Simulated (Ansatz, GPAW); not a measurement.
# From spin parameters to the magnetic ion

A crystal has the composition CdMF4, where M is a 3d element. A calculation (PBE+U, spin-orbit coupling in second variation, Ansatz) gives:

| Item | Value |
| --- | --- |
| S | 1/2 |
| g, averaged over the cell's ions | ⊥ 2.1879, ∥ 2.1003 |
| moment in its sphere | 0.75 μB |

**Question.** Which ion is it, and why?

The crystal is CdCuF4, space group I4/mcm. The spin sits on Cu, with 4 F at 1.90 Å round it. With the usual charges of the other elements M must be +2. High-spin ions of that charge with S = 1/2 are d9 and d1, Cu and Sc; the sign of the g shift picks Cu²⁺ d⁹. Low-spin ions are left aside. The shift is positive: in a shell more than half full the orbital moment adds to the spin.

[Hosts, paths, dates, database ids (printed as entryN), source tags and the programs' standing remarks are cut or masked in the printed files.]
